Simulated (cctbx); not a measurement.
## Which space group?

Cell: a = 4.2060 Å, b = 4.2060 Å, c = 6.8400 Å, α = 90.00°, β = 90.00°, γ = 90.00°. Expected content of the cell: Sm1 Ga5 Be1.

The data are simulated with cctbx, not measured: Mo Kα, λ = 0.71073 Å, to d = 0.75 Å, 50 % of the full sphere, strongest reflection 20000 counts, noise from counting, a 4 % proportional error and a noise floor of 8 counts (s.d.); no absorption, some extinction.

Tests on the unmerged data give:

```text
593 reflections to d = 0.755 A
centring   violations  <I/sigma> of those
    A        264 of   293     13.9
    B        272 of   301     13.8
    C        308 of   308     12.0
    I        284 of   306     14.5
    R        373 of   401     14.4
    F        422 of   451     13.2
Laue class    unique    Rint  (classes that these axes allow; Friedel mates merged)
P -1              447   0.028
P 1 2/m 1         304   0.029
P 1 1 2/m         299   0.030
P 2/m 1 1         303   0.028
P m m m           194   0.032
P 4/m             165   0.031
P 4/m m m         116   0.032
space group    extra absences  I>4sigma  <I/sigma>
P 4 2 2                 0          0         -  acentric
P 4 m m                 0          0         -  acentric
P -4 2 m                0          0         -  acentric
P -4 m 2                0          0         -  acentric
P 4/m m m               0          0         -  centric
Wilson B = 0.83 A^2   <|E^2-1|> = 1.001 (0.968 centric, 0.736 acentric)   E^2>4: 2.6 %
shell (A)         n   <I/sigma>
 6.84 - 1.50     18     31.6
 1.50 - 1.20     17     33.1
 1.20 - 1.05     14     29.5
 1.05 - 0.95     18     30.5
 0.95 - 0.88     11     29.1
 0.88 - 0.83     11     23.4
 0.83 - 0.79     15     31.0
 0.79 - 0.75     12     24.6
```

Q: Read the symmetry from these tables.

Every centring test has many violations, so the lattice is primitive.

Rint stays low (0.028 to 0.032) up to P 4/m m m, the highest class in these axes.

5 settings pass the absence test. No glide or screw absences show, which leaves P 4 2 2, P 4 m m, P -4 2 m, P -4 m 2 and P 4/m m m.

⟨|E²−1|⟩ = 1.001 leans to a centrosymmetric structure. The Wilson B of 0.83 Å² means U ≈ 0.0105 Å².

The true group is P4/mmm (no. 123), Laue class 4/mmm, centrosymmetric. The tables only narrow the choice to the tied entries; cell content, site symmetry and trial solutions must settle it.

The model was made for the exercise: a known structure type with other elements put in, its volume estimated, not relaxed; displacement parameters are assumed.

[Logs are printed without paths, hosts, clocks, repeated set-up lines and the standing remarks that a program may print on its own settings, such as how far it seeks lower states.]
